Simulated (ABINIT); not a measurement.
# How the form of the self-energy moves the gap of Ba2MgH6 (P-3m1)

How much does the gap of Ba2MgH6 (P-3m1) depend on the approximation to the self-energy?

Program: ABINIT 10.8.3. Level of theory: LDA and many-body steps on it, plane waves. Results are calculated unless marked as measured.

Most raw output is cut from this account.

### 1. Starting point

It takes space group P-3m1 (No. 164, trigonal). Conventional cell: a = 5.718 Å, b = 5.718 Å, c = 4.538 Å, α = 90.00°, β = 90.00°, γ = 120.00°. Nearest to Ba lie 12 H at 2.75 to 2.87 Å. Nearest to Mg lie 6 H at 1.97 Å. H has 1 Mg at 1.97 Å and 4 H at 2.65 to 2.80 Å and 4 Ba at 2.75 to 2.87 Å nearest. Farther neighbours are not listed.

Coordinates:

```cif
data_structure
_symmetry_space_group_name_H-M 'P 1'
_symmetry_Int_Tables_number 1
_cell_length_a 5.7178
_cell_length_b 5.7178
_cell_length_c 4.5383
_cell_angle_alpha 90.000
_cell_angle_beta 90.000
_cell_angle_gamma 120.000
_cell_volume 128.49
loop_
_atom_site_label
_atom_site_type_symbol
_atom_site_fract_x
_atom_site_fract_y
_atom_site_fract_z
_atom_site_occupancy
Ba1 Ba 0.66667 0.33333 0.26704 1
Ba2 Ba 0.33333 0.66667 0.73296 1
Mg3 Mg 0.00000 0.00000 0.00000 1
H4 H 0.82963 0.65927 0.77533 1
H5 H 0.82963 0.17037 0.77533 1
H6 H 0.34073 0.17037 0.77533 1
H7 H 0.17037 0.34073 0.22467 1
H8 H 0.17037 0.82963 0.22467 1
H9 H 0.65927 0.82963 0.22467 1
```

The cell and positions are those that the Materials Project relaxed with its own functionals (PBE, PBE+U or r2SCAN), kept fixed. Spin-orbit coupling is left out unless a step names it.

### 2. Empty states on the mesh, 3×3×2 mesh, 125 bands

This step: ABINIT 10.8.3; DFT, LDA, plane waves, norm-conserving pseudopotentials.

The sums over transitions need many empty states on a uniform mesh; this step solves for them.

run.abi

```
acell 3*1.0 Angstrom
rprim 
  5.717818886904 0.000000000024 0.000000000000
  -2.858909443473 4.951776410285 0.000000000000
  0.000000000000 0.000000000000 4.538310090000
ntypat 3
znucl 56 12 1
natom 9
typat 1 1 2 3 3 3 3 3 3
xred 
  0.666666666667 0.333333333333 0.267038260000
  0.333333333333 0.666666666667 0.732961740000
  0.000000000000 0.000000000000 0.000000000000
  0.829634400000 0.659268800000 0.775326710000
  0.829634400000 0.170365600000 0.775326710000
  0.340731200000 0.170365600000 0.775326710000
  0.170365600000 0.340731200000 0.224673290000
  0.170365600000 0.829634400000 0.224673290000
  0.659268800000 0.829634400000 0.224673290000
pp_dirpath "pseudos"
pseudos "Ba.upf, Mg.upf, H.upf"
ecut 38
ngkpt 3 3 2
nshiftk 1
shiftk 0 0 0
kptopt 1
chksymbreak 0
iscf -2
irdden 1
istwfk *1
nband 125
nbdbuf 10
tolwfr 1e-09
nstep 60
prtvol 0
indata_prefix "in"
outdata_prefix "out"
tmpdata_prefix "tmp"
```

Started as:

```console
> OMP_NUM_THREADS=1 mpirun -n 4 abinit run.abi > log
```

Elapsed: 78 s, on 4 MPI ranks of Arm Neoverse V1, shared host; peak memory 0.45 GiB.

This step gave:

- gap: 2.607 eV
- k of the valence top: 0.3333, 0, 0
- k of the conduction bottom: 0, 0, 0
- least direct gap: 2.729 eV
- k points computed: 6
- lowest point of the top converged band, above the valence top: 40.98 eV

On this mesh the gap is 2.607 eV.

The density comes from a self-consistent run that is not shown.

### 3. Screening, 3×3×2 mesh, 115 bands, screening to 122.5 eV

The RPA dielectric matrix is built and inverted for each q.

This step: RPA screening on LDA, plane waves, norm-conserving pseudopotentials.

Changes to run.abi since step 2:

```diff
@@ -27,10 +27,11 @@
 chksymbreak 0
-iscf -2
-irdden 1
 istwfk *1
-nband 125
-nbdbuf 10
-tolwfr 1e-09
-nstep 60
-prtvol 0
+occopt 1
+irdwfk 1
+optdriver 3
+nband 115
+ecuteps 4.5
+inclvkb 2
+awtr 1
+symchi 1
 indata_prefix "in"
```

The job ended after 43 s (4 MPI ranks; peak memory 1.4 GiB).

This step gave:

```yaml
eps_infinity_with_local_fields_on_this_mesh_along_the_program_s_q_direction: 6.120
the_same_without_local_fields: 6.836
plasma_frequency: 19.65 eV
plane_waves_in_the_screening_matrix: 381
```

Local fields lower ε∞ by 10 %. On a Γ-centred mesh this coarse the value itself is usually too large, while a short band sum pulls it down.

### 4. G0W0, Godby-Needs plasmon pole

The self-energy is evaluated for the states that the input lists, and the levels follow from it, in one-shot runs by the linearised quasiparticle equation.

This step: G0W0 on LDA, plane waves, norm-conserving pseudopotentials.

Changes to run.abi since step 3:

```diff
@@ -30,8 +30,17 @@
 irdwfk 1
-optdriver 3
+optdriver 4
 nband 115
+gwcalctyp 0
+ecutsigx 38
+symsigma 1
+nkptgw 2
+kptgw 
+  0.3333333333 0.0000000000 0.0000000000
+  0.0000000000 0.0000000000 0.0000000000
+bdgw 
+  17 20
+  17 21
 ecuteps 4.5
-inclvkb 2
-awtr 1
-symchi 1
+irdscr 1
+ppmodel 1
 indata_prefix "in"
```

Run time: 20 s. Hardware: 4 MPI ranks; peak memory 1.1 GiB; 79 s of CPU time.

Numbers from this step:

```yaml
g0w0_gap_on_the_points_computed: 4.203 eV
starting_gap_on_the_mesh: 2.607 eV
k_of_the_valence_top: 0.3333, 0, 0
k_of_the_conduction_bottom: 0, 0, 0
z_at_the_valence_top: 0.782
z_at_the_conduction_bottom: 0.821
least_direct_g0w0_gap_on_the_computed_points: 4.307 eV
```

The gap on the mesh goes from 2.61 eV to 4.20 eV, a correction of +1.60 eV.

### 5. G0W0, Hybertsen-Louie plasmon pole

Changes to run.abi since step 4:

```diff
@@ -44,3 +44,3 @@
 irdscr 1
-ppmodel 1
+ppmodel 2
 indata_prefix "in"
```

It took 19 s on 4 MPI ranks; peak memory 1.1 GiB.

This step gave:

| Item | Value |
| --- | --- |
| G0W0 gap on the points computed | 4.044 eV |
| starting gap on the mesh | 2.607 eV |
| k of the valence top | 0.3333, 0, 0 |
| k of the conduction bottom | 0, 0, 0 |
| Z at the valence top | 0.829 |
| Z at the conduction bottom | 0.85 |
| least direct G0W0 gap on the computed points | 4.16 eV |

Against G0W0 in ABINIT (3×3×2 mesh, 115 bands, screening to 122.5 eV, Godby-Needs plasmon pole), the gap moves by −0.159 eV.

### 6. G0W0, von der Linden-Horsch plasmon pole

Changes to run.abi since step 5:

```diff
@@ -44,3 +44,3 @@
 irdscr 1
-ppmodel 2
+ppmodel 3
 indata_prefix "in"
```

The job ended after 10 s (4 MPI ranks; peak memory 1.1 GiB; 42 s of CPU time).

Numbers from this step:

```yaml
g0w0_gap_on_the_points_computed: 4.25 eV
starting_gap_on_the_mesh: 2.607 eV
k_of_the_valence_top: 0.3333, 0, 0
k_of_the_conduction_bottom: 0, 0, 0
least_direct_g0w0_gap_on_the_computed_points: 4.355 eV
```

Against G0W0 in ABINIT (3×3×2 mesh, 115 bands, screening to 122.5 eV, Godby-Needs plasmon pole), the gap moves by +0.047 eV.

### 7. G0W0, Engel-Farid plasmon pole

Changes to run.abi since step 6:

```diff
@@ -44,3 +44,3 @@
 irdscr 1
-ppmodel 3
+ppmodel 4
 indata_prefix "in"
```

It took 11 s on 4 MPI ranks; peak memory 1.1 GiB.

This step gave:

```
G0W0 gap on the points computed              : 4.188 eV
starting gap on the mesh                     : 2.607 eV
k of the valence top                         : 0.3333, 0, 0
k of the conduction bottom                   : 0, 0, 0
least direct G0W0 gap on the computed points : 4.295 eV
```

Against G0W0 in ABINIT (3×3×2 mesh, 115 bands, screening to 122.5 eV, Godby-Needs plasmon pole), the gap moves by −0.015 eV.

### 8. One-shot Hartree-Fock

This step: one-shot Hartree-Fock on LDA, plane waves, norm-conserving pseudopotentials.

Changes to run.abi since step 7:

```diff
@@ -31,4 +31,4 @@
 optdriver 4
-nband 115
-gwcalctyp 0
+nband 22
+gwcalctyp 5
 ecutsigx 38
@@ -42,5 +42,4 @@
   17 21
-ecuteps 4.5
-irdscr 1
-ppmodel 4
+ixc_sigma 40
+fftgw 31
 indata_prefix "in"
```

Elapsed: 4 s, on 4 MPI ranks; peak memory 0.66 GiB; 16 s of CPU time.

Numbers from this step:

```yaml
quasiparticle_gap_on_the_points_computed: 9.851 eV
starting_gap_on_the_mesh: 2.607 eV
k_of_the_valence_top: 0.3333, 0, 0
k_of_the_conduction_bottom: 0, 0, 0
least_direct_quasiparticle_gap_on_the_computed_points: 9.973 eV
```

Against G0W0 in ABINIT (3×3×2 mesh, 115 bands, screening to 122.5 eV, Godby-Needs plasmon pole), the gap moves by +5.648 eV.

### 9. Screening, 3×3×2 mesh, 115 bands, screening to 122.5 eV

This step: RPA screening on LDA, plane waves, norm-conserving pseudopotentials.

Changes to run.abi since step 8:

```diff
@@ -30,16 +30,14 @@
 irdwfk 1
-optdriver 4
-nband 22
-gwcalctyp 5
-ecutsigx 38
-symsigma 1
-nkptgw 2
-kptgw 
-  0.3333333333 0.0000000000 0.0000000000
-  0.0000000000 0.0000000000 0.0000000000
-bdgw 
-  17 20
-  17 21
-ixc_sigma 40
-fftgw 31
+optdriver 3
+nband 115
+ecuteps 4.5
+inclvkb 2
+awtr 1
+symchi 1
+gwcalctyp 2
+nfreqre 16
+freqremax 40 eV
+nfreqim 8
+spmeth 1
+nomegasf 120
 indata_prefix "in"
```

Elapsed: 67 s, on 4 MPI ranks; peak memory 2.5 GiB.

Numbers from this step:

```yaml
eps_infinity_with_local_fields_on_this_mesh_along_the_program_s_q_direction: 6.199
the_same_without_local_fields: 6.930
plasma_frequency: 19.65 eV
plane_waves_in_the_screening_matrix: 381
```

### 10. G0W0, contour deformation

This step: G0W0 on LDA, plane waves, norm-conserving pseudopotentials.

Changes to run.abi since step 9:

```diff
@@ -30,14 +30,16 @@
 irdwfk 1
-optdriver 3
+optdriver 4
 nband 115
+gwcalctyp 2
+ecutsigx 38
+symsigma 1
+nkptgw 2
+kptgw 
+  0.3333333333 0.0000000000 0.0000000000
+  0.0000000000 0.0000000000 0.0000000000
+bdgw 
+  17 20
+  17 21
 ecuteps 4.5
-inclvkb 2
-awtr 1
-symchi 1
-gwcalctyp 2
-nfreqre 16
-freqremax 40 eV
-nfreqim 8
-spmeth 1
-nomegasf 120
+irdscr 1
 indata_prefix "in"
```

Elapsed: 13 s, on 4 MPI ranks; peak memory 1.7 GiB.

This step gave:

```
G0W0 gap on the points computed              : 4.136 eV
starting gap on the mesh                     : 2.607 eV
k of the valence top                         : 0.3333, 0, 0
k of the conduction bottom                   : 0, 0, 0
least direct G0W0 gap on the computed points : 4.239 eV
```

Against G0W0 in ABINIT (3×3×2 mesh, 115 bands, screening to 122.5 eV, Godby-Needs plasmon pole), the gap moves by −0.067 eV.

### 11. Screening, 3×3×2 mesh, 115 bands, screening to 122.5 eV

This step: RPA screening on LDA, plane waves, norm-conserving pseudopotentials.

Changes to run.abi since step 10:

```diff
@@ -30,16 +30,11 @@
 irdwfk 1
-optdriver 4
+optdriver 3
 nband 115
-gwcalctyp 2
-ecutsigx 38
-symsigma 1
-nkptgw 2
-kptgw 
-  0.3333333333 0.0000000000 0.0000000000
-  0.0000000000 0.0000000000 0.0000000000
-bdgw 
-  17 20
-  17 21
 ecuteps 4.5
-irdscr 1
+inclvkb 2
+awtr 1
+symchi 1
+gwcalctyp 1
+nfreqre 0
+nfreqim 16
 indata_prefix "in"
```

Run time: 2.1 min. Hardware: 4 MPI ranks; peak memory 1.6 GiB; 8.4 min of CPU time.

Numbers from this step:

```yaml
eps_infinity_with_local_fields_on_this_mesh_along_the_program_s_q_direction: 6.120
the_same_without_local_fields: 6.836
plasma_frequency: 19.65 eV
plane_waves_in_the_screening_matrix: 381
```

### 12. G0W0, analytic continuation

This step: G0W0 on LDA, plane waves, norm-conserving pseudopotentials.

Changes to run.abi since step 11:

```diff
@@ -30,11 +30,18 @@
 irdwfk 1
-optdriver 3
+optdriver 4
 nband 115
+gwcalctyp 1
+ecutsigx 38
+symsigma 1
+nkptgw 2
+kptgw 
+  0.3333333333 0.0000000000 0.0000000000
+  0.0000000000 0.0000000000 0.0000000000
+bdgw 
+  17 20
+  17 21
 ecuteps 4.5
-inclvkb 2
-awtr 1
-symchi 1
-gwcalctyp 1
-nfreqre 0
-nfreqim 16
+irdscr 1
+nomegasi 12
+omegasimax 25 eV
 indata_prefix "in"
```

Run time: 23 s. Hardware: 4 MPI ranks; peak memory 1.5 GiB; 94 s of CPU time.

This step gave:

- G0W0 gap on the points computed: 4.156 eV
- starting gap on the mesh: 2.607 eV
- k of the valence top: 0.3333, 0, 0
- k of the conduction bottom: 0, 0, 0
- least direct G0W0 gap on the computed points: 4.268 eV

Against G0W0 in ABINIT (3×3×2 mesh, 115 bands, screening to 122.5 eV, Godby-Needs plasmon pole), the gap moves by −0.047 eV.

### 13. The runs together

Times are wall times on 4 MPI ranks of Arm Neoverse V1, shared host, good to a factor of about two. A run's time includes the screening step that it read.

| run | mesh | bands | screening cutoff (eV) | DFT gap (eV) | gap on the mesh (eV) | direct (eV) | ε∞ used | time |
| --- | --- | --- | --- | --- | --- | --- | --- | --- |
| G0W0, Godby-Needs plasmon pole | 3×3×2 | 115 | 122.5 | 2.607 | 4.203 | 4.307 | 6.12 | 63 s |
| G0W0, Hybertsen-Louie plasmon pole | 3×3×2 | 115 | 122.5 | 2.607 | 4.044 | 4.160 | 6.12 | 62 s |
| G0W0, von der Linden-Horsch plasmon pole | 3×3×2 | 115 | 122.5 | 2.607 | 4.250 | 4.355 | 6.12 | 53 s |
| G0W0, Engel-Farid plasmon pole | 3×3×2 | 115 | 122.5 | 2.607 | 4.188 | 4.295 | 6.12 | 53 s |
| one-shot Hartree-Fock | 3×3×2 | - | - | 2.607 | 9.851 | 9.973 | - | 4 s |
| G0W0, contour deformation | 3×3×2 | 115 | 122.5 | 2.607 | 4.136 | 4.239 | 6.20 | 80 s |
| G0W0, analytic continuation | 3×3×2 | 115 | 122.5 | 2.607 | 4.156 | 4.268 | 6.12 | 2.5 min |

### 14. Results

| Quantity | Value |
| --- | --- |
| G0W0, Godby-Needs plasmon pole | 4.203 eV |
| G0W0, Hybertsen-Louie plasmon pole | 4.044 eV |
| G0W0, von der Linden-Horsch plasmon pole | 4.250 eV |
| G0W0, Engel-Farid plasmon pole | 4.188 eV |
| one-shot Hartree-Fock | 9.851 eV |
| G0W0, contour deformation | 4.136 eV |
| G0W0, analytic continuation | 4.156 eV |
| known limits | not at the basis limit; no spin-orbit coupling; coarse k mesh |

What this shows: G0W0, Hybertsen-Louie plasmon pole: −0.159 eV against G0W0, Godby-Needs plasmon pole. G0W0, von der Linden-Horsch plasmon pole: +0.047 eV against G0W0, Godby-Needs plasmon pole. G0W0, Engel-Farid plasmon pole: −0.015 eV against G0W0, Godby-Needs plasmon pole. One-shot Hartree-Fock: +5.648 eV against G0W0, Godby-Needs plasmon pole. G0W0, contour deformation: −0.067 eV against G0W0, Godby-Needs plasmon pole. G0W0, analytic continuation: −0.047 eV against G0W0, Godby-Needs plasmon pole. Bare exchange alone opens the gap to 9.85 eV; against G0W0, correlation takes back 5.65 eV. Bands and cutoff are finite, so the gap is not at the basis limit. The miss can reach some tenths of an eV and take either sign; the mesh is an error of its own. In the G0W0 runs levels were corrected at 2 k points alone, so a gap called «on the mesh» is the least over those, and an edge elsewhere would be missed. The 3×3×2 mesh is coarse for this cell, which bears on the long-range parts of exchange and screening. The many-body steps are scalar-relativistic: spin-orbit coupling is not in them.

[Paths, hosts, dates, memory and timing lines, banners, echoed tables and standing remarks are left out of the program output.]

[Logs are printed without paths, hosts, clocks, repeated set-up lines and the standing remarks that a program may print on its own settings, such as how far it seeks lower states.]

[Runs of the session that timed out or met a known fault of the program may be left out.]

[Hosts, paths, dates, database ids (printed as entryN), source tags and the programs' standing remarks are cut or masked in the printed files.]

[G0W0 gaps are taken among the corrected bands and points alone; a level outside them can change the order at an edge.]

[Where Ansatz stands beside ABINIT at settings called matched, ABINIT's density can come from a denser mesh and the files from another edition; pairs whose starting gaps differed by over 0.03 eV were left out, so agreement reads better than it is.]
